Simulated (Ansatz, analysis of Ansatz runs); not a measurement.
**NiWO4 (P2/c): a line between two O sites for an added hole**

Aim: the energy barrier that a trapped hole meets when it moves from one O atom to another one nearby in NiWO4 (P2/c). The model is a cell of 48 host atoms.

Calculated with Ansatz 0.2.0; plane-wave PAW DFT, PBEsol+U; relaxation of all atoms of a supercell at fixed charge in a uniform background; PAW set soft_1.

## Step 1: Starting point

The cell holds 48 atoms: 8 Ni, 8 W and 32 O. Cell: a = 8.792 Å, b = 8.776 Å, c = 8.792 Å, α = 117.0°, β = 99.8°, γ = 112.1°. It derives from NiWO4 (space group P2/c). Nearest the centre at fractional (0.686, 0.625, 0.561): O31 at 1.34 Å, O28 at 1.34 Å, Ni4 at 1.58 Å, O22 at 2.46 Å, O20 at 2.46 Å, Ni5 at 2.46 Å, Ni8 at 2.46 Å, O36 at 2.54 Å.

Hubbard terms: Ni d 5.0 eV, O p 6.0 eV. They were chosen, not fitted, to curb self-interaction in the shells named, the trial site's among them. The two sites are O31 and O28. The cell's shortest repeat is 8.8 Å. The host's moments were started antiferromagnetic in the unit cell, high spin.

## Step 2: The cell without the carrier

The neutral cell is relaxed first, from small random displacements, so that bond lengths and moments with the carrier can be set beside those of a relaxed cell without it.

Contents of neutral.relax/input.yaml:

```yaml
crystal:
  lattice:
    - [-4.5975235, 5.66344718, 4.90769498]
    - [4.57797626, -5.66344718, 4.89777358]
    - [4.5975235, 5.66344718, -4.90769498]
  atoms:
    - { symbol: Ni, position: [0.046762, 0.125, 0.421762], spin: 2.0 }
    - { symbol: Ni, position: [0.046762, 0.625, 0.921762], spin: 2.0 }
    - { symbol: Ni, position: [0.546762, 0.125, 0.921762], spin: 2.0 }
    - { symbol: Ni, position: [0.546762, 0.625, 0.421762], spin: 2.0 }
    - { symbol: Ni, position: [0.453238, 0.375, 0.578238], spin: -2.0 }
    - { symbol: Ni, position: [0.453238, 0.875, 0.078238], spin: -2.0 }
    - { symbol: Ni, position: [0.953238, 0.375, 0.078238], spin: -2.0 }
    - { symbol: Ni, position: [0.953238, 0.875, 0.578238], spin: -2.0 }
    - { symbol: W, position: [0.214294, 0.125, 0.089294] }
    - { symbol: W, position: [0.214294, 0.625, 0.589294] }
    - { symbol: W, position: [0.714294, 0.125, 0.589294] }
    - { symbol: W, position: [0.714294, 0.625, 0.089294] }
    - { symbol: W, position: [0.285706, 0.375, 0.910706] }
    - { symbol: W, position: [0.285706, 0.875, 0.410706] }
    - { symbol: W, position: [0.785706, 0.375, 0.410706] }
    - { symbol: W, position: [0.785706, 0.875, 0.910706] }
    - { symbol: O, position: [0.23668, 0.177341, 0.31812] }
    - { symbol: O, position: [0.23668, 0.677341, 0.81812] }
    - { symbol: O, position: [0.73668, 0.177341, 0.81812] }
    - { symbol: O, position: [0.73668, 0.677341, 0.31812] }
    - { symbol: O, position: [0.390779, 0.072659, 0.059339] }
    - { symbol: O, position: [0.390779, 0.572659, 0.559339] }
    - { symbol: O, position: [0.890779, 0.072659, 0.559339] }
    - { symbol: O, position: [0.890779, 0.572659, 0.059339] }
    - { symbol: O, position: [0.26332, 0.322659, 0.68188] }
    - { symbol: O, position: [0.26332, 0.822659, 0.18188] }
    - { symbol: O, position: [0.76332, 0.322659, 0.18188] }
    - { symbol: O, position: [0.76332, 0.822659, 0.68188] }
    - { symbol: O, position: [0.109221, 0.427341, 0.940661] }
    - { symbol: O, position: [0.109221, 0.927341, 0.440661] }
    - { symbol: O, position: [0.609221, 0.427341, 0.440661] }
    - { symbol: O, position: [0.609221, 0.927341, 0.940661] }
    - { symbol: O, position: [0.480933, 0.145209, 0.556067] }
    - { symbol: O, position: [0.480933, 0.645209, 0.056067] }
    - { symbol: O, position: [0.980933, 0.145209, 0.056067] }
    - { symbol: O, position: [0.980933, 0.645209, 0.556067] }
    - { symbol: O, position: [0.160858, 0.104791, 0.835725] }
    - { symbol: O, position: [0.160858, 0.604791, 0.335725] }
    - { symbol: O, position: [0.660858, 0.104791, 0.335725] }
    - { symbol: O, position: [0.660858, 0.604791, 0.835725] }
    - { symbol: O, position: [0.339142, 0.395209, 0.164275] }
    - { symbol: O, position: [0.339142, 0.895209, 0.664275] }
    - { symbol: O, position: [0.839142, 0.395209, 0.664275] }
    - { symbol: O, position: [0.839142, 0.895209, 0.164275] }
    - { symbol: O, position: [0.019067, 0.354791, 0.443933] }
    - { symbol: O, position: [0.019067, 0.854791, 0.943933] }
    - { symbol: O, position: [0.519067, 0.354791, 0.943933] }
    - { symbol: O, position: [0.519067, 0.854791, 0.443933] }
basis:
  ecutwfc: 420
  xc_grid: 2
hamiltonian:
  xc: pbesol
  hubbard:
    sites: [{ species: Ni, l: d, u_eff: 5.0 }, { species: O, l: p, u_eff: 6.0 }]
    projectors: ortho-atomic
  pseudopotentials: { kind: paw, azcp: { folder: soft_1 }, xc_functional: pbe }
kpoints:
  mp_grid: { grid: [1, 1, 1] }
magnetization:
  spin_polarized: true
  initial_magnetization: 0
  spin_locking: { lock_magnetization: hard }
scf:
  occupations: { method: fermi_dirac, width: 0.01 }
  max_iter: 120
  lower_state_search: "off"
output:
  forces: true
relax:
  f_tol: 0.02
  max_steps: 70
  random_displacement: { amplitude: 0.04, seed: 7224 }
checkpoint:
  write: "../neutral.relax.run"
  compress: false
  write_wavefunctions: true
  write_every: 100000
```

On the command line:

```console
$ ansatz run input.yaml --threads 8 --pin off --max-ram 17899MiB --backend cpu --events-out ev --progress --plain --runs-dir out
```

Numbers of over 12 decimals in the logs are rounded to 6 here.

Output:

```text
[... repeated set-up lines and file paths are left out, and long positions are rounded to six places ...]
Engine: ansatz 0.2.0, aarch64-unknown-linux-gnu
Pseudopotentials: kind: paw
Pseudopotential: Ni, paw, valence charge 18, recommended cutoff 420 eV (normal), soft_1/Ni.paw.azcp
Pseudopotential: W, paw, valence charge 14, recommended cutoff 420 eV (normal), soft_1/W.paw.azcp
Pseudopotential: O, paw, valence charge 6, recommended cutoff 420 eV (normal), soft_1/O.paw.azcp
Functional definition: PBEsol
  exchange = pbesol_x
  correlation = pbesol_c
Crystal: 48 atoms, lattice volume = 509.540 Å³
Basis set: ecut = 420 eV, 9975 PW (Γ), exchange–correlation on 120×120×120 points (8 copies of the dense FFT grid, shifted against one another)
Bands: 272, of which v1, the nominal top of the filled ones, is band 224 counted from 1 (223 counted from 0)
Symmetry: 1 space group operations
k-points: 1
Non-local potential: Ni, projectors of the file, l = 0: 3, l = 1: 2, l = 2: 3, l = 3: 1
Non-local potential: W, projectors of the file, l = 0: 3, l = 1: 2, l = 2: 2, l = 3: 1
Non-local potential: O, projectors of the file, l = 0: 2, l = 1: 2, l = 2: 1
PAW form: soft (Blöchl's): semilocal exchange-correlation on the pseudo side does not see the compensation charge
PAW frozen core: Ni, regenerated for the run's functional, and the local potential with it (the file was generated under x = pbe(κ = 0.804, μ = 0.219515), c = pbe(β = 0.066725))
PAW frozen core: W, regenerated for the run's functional, and the local potential with it (the file was generated under x = pbe(κ = 0.804, μ = 0.219515), c = pbe(β = 0.066725))
[...]
[... 5 atoms left out ...]
  atom  28  O      0.00063696    -0.00040830     0.00049808
  [... 2 atoms left out ...]
  atom  31  O     -0.00202942    -0.00097071    -0.00174641
  [... 4 atoms left out ...]
  atom  36  O     -0.00044714     0.00029843    -0.00050246
  [... 3 atoms left out ...]
  atom  40  O     -0.00085667    -0.00017115     0.00036415
  [... 8 atoms left out ...]
  max |Σ_I F_I| component: 2.38e-5 eV/Å
--- Band table (eV) ---
  k-point 0 ↑: bands = ["-93.9865", "-93.9863", "-93.9863", "-93.9861", [... 264 left out ...] "17.5219", "17.6574", "17.6591", "17.7939"]
  k-point 0 ↓: bands = ["-93.9866", "-93.9865", "-93.9864", "-93.9860", [... 264 left out ...] "17.5219", "17.6572", "17.6593", "17.7939"]
Occupation matrices written to <dir>
--- Relaxed structure (4 steps of the walk, 4 accepted, 0 SCFs on fresh bases) ---
  F+E_penalty+E_count = -146358.10088707 eV   max|allowed force component| = 5.533e-3 eV/Å
  atoms:
    - { symbol: Ni, position: [0.046075, 0.125528, 0.420938] }
    - { symbol: Ni, position: [0.046047, 0.625557, 0.920942] }
    [... 1 atom left out ...]
    - { symbol: Ni, position: [0.546096, 0.625561, 0.420984] }
    - { symbol: Ni, position: [0.454837, 0.375577, 0.579725] }
[...]
- { symbol: Ni, position: [0.954848, 0.875555, 0.579749] }
[...]
- { symbol: W, position: [0.785619, 0.875619, 0.910539] }
[...]
- { symbol: O, position: [0.735731, 0.677080, 0.317185] }
    [... 1 atom left out ...]
    - { symbol: O, position: [0.390790, 0.574048, 0.559121] }
[...]
- { symbol: O, position: [0.765177, 0.824047, 0.683502] }
    [... 2 atoms left out ...]
    - { symbol: O, position: [0.610144, 0.427103, 0.441608] }
    [... 4 atoms left out ...]
    - { symbol: O, position: [0.981584, 0.643426, 0.554947] }
    [... 3 atoms left out ...]
    - { symbol: O, position: [0.662176, 0.607707, 0.838617] }
    [... 8 atoms left out ...]
[key lines of the parts left out:]
SCF converged after 10 iterations
Magnetization: 0.0000 μB (224.0000 up, 224.0000 down)
Free energy (F): -146358.100887 eV
Fermi energy:    10.101980 (↑ 10.101967, ↓ 10.101993) eV
```

It took 20 s on 8 threads of Arm Neoverse V2, shared host; peak memory 1.2 GiB; 2.4 min of CPU time.

The largest displacement from an ideal site is 0.020 Å.

## Step 3: The hole on the first site

The nearest neighbour or neighbours of the site start displaced and the site's starting moment is changed by the carrier's spin, since a carrier doesn't trap itself in the undistorted lattice.

Contents of A.relax/input.yaml:

```yaml
crystal:
  lattice:
    - [-4.5975235, 5.66344718, 4.90769498]
    - [4.57797626, -5.66344718, 4.89777358]
    - [4.5975235, 5.66344718, -4.90769498]
  atoms:
    - { symbol: Ni, position: [0.046075, 0.125528, 0.420938], spin: 2.0 }
    - { symbol: Ni, position: [0.046047, 0.625557, 0.920942], spin: 2.0 }
    - { symbol: Ni, position: [0.546047, 0.125532, 0.920888], spin: 2.0 }
    - { symbol: Ni, position: [0.540235, 0.644688, 0.419134], spin: 2.0 }
    - { symbol: Ni, position: [0.439495, 0.370291, 0.593136], spin: -2.0 }
    - { symbol: Ni, position: [0.454791, 0.875512, 0.079712], spin: -2.0 }
    - { symbol: Ni, position: [0.954829, 0.375595, 0.079727], spin: -2.0 }
    - { symbol: Ni, position: [0.954848, 0.875555, 0.579749], spin: -2.0 }
    - { symbol: W, position: [0.215351, 0.125551, 0.090192] }
    - { symbol: W, position: [0.215297, 0.625565, 0.59019] }
    - { symbol: W, position: [0.715303, 0.125517, 0.590163] }
    - { symbol: W, position: [0.715273, 0.625549, 0.090169] }
    - { symbol: W, position: [0.285592, 0.375558, 0.910514] }
    - { symbol: W, position: [0.285575, 0.87555, 0.410467] }
    - { symbol: W, position: [0.805183, 0.369706, 0.407124] }
    - { symbol: W, position: [0.785619, 0.875619, 0.910539] }
    - { symbol: O, position: [0.235749, 0.177065, 0.317206] }
    - { symbol: O, position: [0.235721, 0.67709, 0.817207] }
    - { symbol: O, position: [0.73573, 0.17702, 0.817175] }
    - { symbol: O, position: [0.735731, 0.67708, 0.317185] }
    - { symbol: O, position: [0.390843, 0.074041, 0.059125] }
    - { symbol: O, position: [0.39079, 0.574048, 0.559121] }
    - { symbol: O, position: [0.890787, 0.07398, 0.559082] }
    - { symbol: O, position: [0.890773, 0.57405, 0.059093] }
    - { symbol: O, position: [0.265193, 0.324055, 0.683512] }
    - { symbol: O, position: [0.265108, 0.824008, 0.183442] }
    - { symbol: O, position: [0.76512, 0.32406, 0.18346] }
    - { symbol: O, position: [0.765177, 0.824047, 0.683502] }
    - { symbol: O, position: [0.110082, 0.427047, 0.941552] }
    - { symbol: O, position: [0.110079, 0.927054, 0.441559] }
    - { symbol: O, position: [0.610144, 0.427103, 0.441608], spin: 1.0 }
    - { symbol: O, position: [0.61009, 0.927082, 0.941573] }
    - { symbol: O, position: [0.481575, 0.14343, 0.554931] }
    - { symbol: O, position: [0.481567, 0.643448, 0.054998] }
    - { symbol: O, position: [0.981597, 0.143479, 0.054988] }
    - { symbol: O, position: [0.981584, 0.643426, 0.554947] }
    - { symbol: O, position: [0.162207, 0.107669, 0.838643] }
    - { symbol: O, position: [0.16218, 0.607658, 0.338556] }
    - { symbol: O, position: [0.662227, 0.107647, 0.338566] }
    - { symbol: O, position: [0.662176, 0.607707, 0.838617] }
    - { symbol: O, position: [0.338755, 0.393472, 0.162114] }
    - { symbol: O, position: [0.338669, 0.893431, 0.662077] }
    - { symbol: O, position: [0.838702, 0.393413, 0.66209] }
    - { symbol: O, position: [0.838716, 0.893475, 0.162091] }
    - { symbol: O, position: [0.019309, 0.357651, 0.445684] }
    - { symbol: O, position: [0.019328, 0.857699, 0.945735] }
    - { symbol: O, position: [0.519325, 0.357657, 0.945664] }
    - { symbol: O, position: [0.519299, 0.857655, 0.445704] }
total_charge: 1
basis:
  ecutwfc: 420
  xc_grid: 2
hamiltonian:
  xc: pbesol
  hubbard:
    sites: [{ species: Ni, l: d, u_eff: 5.0 }, { species: O, l: p, u_eff: 6.0 }]
    projectors: ortho-atomic
  pseudopotentials: { kind: paw, azcp: { folder: soft_1 }, xc_functional: pbe }
kpoints:
  mp_grid: { grid: [1, 1, 1] }
magnetization:
  spin_polarized: true
  initial_magnetization: 1
  spin_locking: { lock_magnetization: hard }
scf:
  occupations: { method: fermi_dirac, width: 0.01 }
  max_iter: 120
  lower_state_search: "off"
output:
  forces: true
relax:
  f_tol: 0.015
  max_steps: 70
  escape_saddle: false
checkpoint:
  write: "../A.relax.run"
  compress: false
  write_wavefunctions: true
  write_every: 100000
```

Output:

```text
[...]
Crystal: 48 atoms, lattice volume = 509.540 Å³
Basis set: ecut = 420 eV, 9975 PW (Γ), exchange–correlation on 120×120×120 points (8 copies of the dense FFT grid, shifted against one another)
Bands: 272, of which v1, the nominal top of the filled ones, is band 224 counted from 1 (223 counted from 0)
Symmetry: 1 space group operations
[...]
k-points: 1
[...]
Starting moments: Σ|m| = 17 μB on 9 of 48 sites
[...]
SCF iter   1: F=—  HF=-146446.687891 eV  |F-HF|=—  |Δ(HF+E_count)|=         —  Δρ=2.29e-1 (↑2.27e-1 ↓2.29e-1)  dr2=8.17e2  dr2_m=6.54e1  M=1.000 μB ∫|m|=4.633 μB  β_m=0.30  ethr=3.10e-3  ⟨swp⟩=6.0  Hψ=1890  notcnv=0  defer=21
[...]
spin=Collinear: Resta preconditioning applied to the charge; magnetization (m = ρ↑ − ρ↓) channel mixes plain (no charge-response kernel on spin).
SCF iter   2: F=—  HF=-146355.001272 eV  |F-HF|=—  |Δ(HF+E_count)|=    9.17e1  Δρ=8.99e-2 (↑7.41e-2 ↓8.99e-2)  dr2=7.46e1  dr2_m=6.42e0  M=1.000 μB ∫|m|=15.638 μB  β_m=0.28  ethr=3.10e-3  ⟨swp⟩=4.0  Hψ=1297  notcnv=0  defer=78
[...]
SCF iter  30: F=-146366.550151 eV  HF=-146366.550152 eV  |F-HF|=7.62e-7  |Δ(HF+E_count)|=   5.31e-5  Δρ=1.83e-5 (↑1.27e-5 ↓1.83e-5)  dr2=2.24e-6  dr2_m=2.19e-7  M=1.000 μB ∫|m|=16.620 μB  ethr=1.26e-9  ⟨swp⟩=2.0  Hψ=2266  notcnv=0
SCF 1 converged in 30 iterations: F = -146366.550151 eV  dr2 = 2.24e-6
[...]
relax step   1: F+E_penalty+E_count = -146366.55015094 eV  Δ(F+E_penalty+E_count) = +0.000e0 eV  max|allowed force component| = 2.396e0 eV/Å  Δτ_max = 0.0000 Å  (30 SCF iters, dr2 threshold 5.63e-6 eV, accepted)
[...]
relax step   2: F+E_penalty+E_count = -146366.88928540 eV  Δ(F+E_penalty+E_count) = -3.391e-1 eV  max|allowed force component| = 1.324e0 eV/Å  Δτ_max = 0.0593 Å  (11 SCF iters, dr2 threshold 1.00e-4 eV, accepted)
relax step   3: F+E_penalty+E_count = -146367.06479081 eV  Δ(F+E_penalty+E_count) = -1.755e-1 eV  max|allowed force component| = 5.157e-1 eV/Å  Δτ_max = 0.0731 Å  (6 SCF iters, dr2 threshold 1.00e-4 eV, accepted)
relax step   4: F+E_penalty+E_count = -146366.72987948 eV  Δ(F+E_penalty+E_count) = +3.349e-1 eV  max|allowed force component| = 2.036e0 eV/Å  Δτ_max = 0.2000 Å  (11 SCF iters, dr2 threshold 4.04e-5 eV, rejected (line search))
relax step   5: F+E_penalty+E_count = -146367.11875873 eV  Δ(F+E_penalty+E_count) = -5.397e-2 eV  max|allowed force component| = 1.049e-1 eV/Å  Δτ_max = 0.0494 Å  (19 SCF iters, accepted)
relax step   6: F+E_penalty+E_count = -146367.12041041 eV  Δ(F+E_penalty+E_count) = -1.652e-3 eV  max|allowed force component| = 7.935e-2 eV/Å  Δτ_max = 0.0077 Å  (8 SCF iters, dr2 threshold 6.88e-7 eV, accepted)
relax step   7: F+E_penalty+E_count = -146367.12108386 eV  Δ(F+E_penalty+E_count) = -6.734e-4 eV  max|allowed force component| = 2.629e-2 eV/Å  Δτ_max = 0.0023 Å  (7 SCF iters, dr2 threshold 3.94e-7 eV, accepted)
SCF iter   1: F=—  HF=-146367.122262 eV  |F-HF|=—  |Δ(HF+E_count)|=         —  Δρ=1.76e-4 (↑1.72e-4 ↓1.76e-4)  dr2=1.69e-4  dr2_m=5.24e-5  M=1.000 μB ∫|m|=16.588 μB  β_m=0.30  ethr=3.56e-7  ⟨swp⟩=4.0  Hψ=1205  notcnv=0  defer=88
[...]
SCF iter   9: F=-146367.121210 eV  HF=-146367.121210 eV  |F-HF|=3.84e-8  |Δ(HF+E_count)|=   5.71e-7  Δρ=2.53e-6 (↑2.08e-6 ↓2.53e-6)  dr2=7.46e-8  dr2_m=3.44e-9  M=1.000 μB ∫|m|=16.588 μB  ethr=2.24e-11  ⟨swp⟩=2.0  Hψ=2015  notcnv=0
SCF 8 converged in 9 iterations: F = -146367.121210 eV  dr2 = 7.46e-8
relax step   8: F+E_penalty+E_count = -146367.12120959 eV  Δ(F+E_penalty+E_count) = -1.257e-4 eV  max|allowed force component| = 1.113e-2 eV/Å  Δτ_max = 0.0018 Å  (9 SCF iters, accepted)
NSCF: frozen V_eff on 1 k-points
[...]
SCF converged after 9 iterations
[...]
Magnetization: 1.0000 μB (224.0000 up, 223.0000 down)
Absolute magnetization: 16.5846 μB (∫|ρ↑−ρ↓|, with the PAW one-centre terms)
[...]
Per-site moments (μB) at R_I (Å): [(1.743413, 0.839822), (1.745786, 0.837957), (1.743701, 0.838197), [... 45 left out ...]
Free energy (F): -146367.121210 eV
[...]
Internal energy: -146367.121210 eV  (E = F + TS)
E sigma→0 (E₀):  -146367.121210 eV
Fermi energy:    9.623568 (↑ 10.024685, ↓ 9.622052) eV
[...]
--- Forces (eV/Å), atoms counted from 1 ---
  atom   1  Ni     0.00435794    -0.00118095    -0.00116215
  atom   2  Ni    -0.00066256     0.00064186     0.00014176
  [... 1 atom left out ...]
  atom   4  Ni     0.00630106    -0.00037616    -0.00125078
  atom   5  Ni     0.00390629    -0.00200317    -0.00033136
  [... 2 atoms left out ...]
  atom   8  Ni     0.00183198    -0.00117120     0.00128427
  [... 7 atoms left out ...]
  atom  16  W      0.00164096    -0.00794534    -0.00052636
  [... 3 atoms left out ...]
  atom  20  O     -0.00142893     0.00033137     0.00030234
  [... 1 atom left out ...]
  atom  22  O     -0.00051435    -0.00259166    -0.00056924
  [... 5 atoms left out ...]
  atom  28  O     -0.00000281     0.00163169     0.00044626
  [... 2 atoms left out ...]
  atom  31  O      0.00111982     0.00098242    -0.00027688
  [... 4 atoms left out ...]
  atom  36  O      0.00043130     0.00341586     0.00888894
  [... 3 atoms left out ...]
  atom  40  O     -0.00042457     0.00128165    -0.00093602
  [... 8 atoms left out ...]
  max |Σ_I F_I| component: 9.87e-5 eV/Å
--- Band table (eV) ---
[...]
Occupation matrices written to <dir>
--- Relaxed structure (8 steps of the walk, 7 accepted, 0 SCFs on fresh bases) ---
  F+E_penalty+E_count = -146367.12120959 eV   max|allowed force component| = 1.113e-2 eV/Å
  atoms:
    - { symbol: Ni, position: [0.047662, 0.119690, 0.420490] }
    - { symbol: Ni, position: [0.043116, 0.625195, 0.919721] }
    [... 1 atom left out ...]
    - { symbol: Ni, position: [0.544175, 0.627380, 0.418198] }
    - { symbol: Ni, position: [0.451925, 0.375433, 0.583934] }
    [... 2 atoms left out ...]
    - { symbol: Ni, position: [0.953186, 0.874960, 0.580049] }
    [... 7 atoms left out ...]
    - { symbol: W, position: [0.784262, 0.875413, 0.910625] }
    [... 3 atoms left out ...]
    - { symbol: O, position: [0.735023, 0.677330, 0.317305] }
    [... 1 atom left out ...]
    - { symbol: O, position: [0.391415, 0.575740, 0.560586] }
    [... 5 atoms left out ...]
    - { symbol: O, position: [0.762492, 0.819402, 0.681220] }
    [... 2 atoms left out ...]
    - { symbol: O, position: [0.613896, 0.432561, 0.447047] }
    [... 4 atoms left out ...]
    - { symbol: O, position: [0.981122, 0.642198, 0.555836] }
    [... 3 atoms left out ...]
    - { symbol: O, position: [0.660913, 0.607404, 0.838642] }
    [... 8 atoms left out ...]
```

Elapsed: 50 s, on 8 threads; peak memory 1.2 GiB.

Relaxation path:

| step | energy less that of the first step (eV) | largest force component (eV/Å) |
| --- | --- | --- |
| 1 | 0.0000 | 2.3959 |
| 2 | -0.3391 | 1.3240 |
| 3 | -0.5146 | 0.5157 |
| 4 | -0.1797 | 2.0364 |
| 5 | -0.5686 | 0.1049 |
| 6 | -0.5703 | 0.0793 |
| 7 | -0.5709 | 0.0263 |
| 8 | -0.5711 | 0.0111 |

Relaxation step 4 was tried and not accepted.

The atoms that moved most (Å):

| atom | dx | dy | dz | length |
| --- | --- | --- | --- | --- |
| Ni4 | -0.102 | 0.115 | -0.061 | 0.165 |
| Ni5 | -0.076 | -0.011 | 0.131 | 0.152 |
| W10 | 0.051 | 0.006 | 0.086 | 0.100 |
| W15 | -0.047 | 0.065 | 0.002 | 0.081 |
| O45 | -0.054 | 0.023 | 0.015 | 0.060 |
| Ni1 | -0.036 | 0.040 | -0.019 | 0.057 |
| O42 | 0.032 | 0.019 | 0.033 | 0.050 |
| W11 | 0.031 | 0.008 | -0.030 | 0.044 |

The moves above count from the input, in which the site's nearest neighbours were already displaced; the distances below compare with the cell without the carrier.

Distances from O31 without and with the hole:

| atom | without (Å) | with (Å) |
| --- | --- | --- |
| W15 | 1.79 | 2.07 |
| Ni5 | 2.03 | 2.08 |
| Ni4 | 2.09 | 2.12 |
| O28 | 2.69 | 2.62 |

The largest changes of the moments are 0.81 μB on O31, 0.03 μB on O39 and -0.02 μB on W15. The largest part sits on the chosen site.

(Continued in part 2 of 2.)

[Logs are printed without paths, hosts, clocks, repeated set-up lines and the standing remarks that a program may print on its own settings, such as how far it seeks lower states.]

[Hosts, paths, dates, database ids (printed as entryN), source tags and the programs' standing remarks are cut or masked in the printed files.]
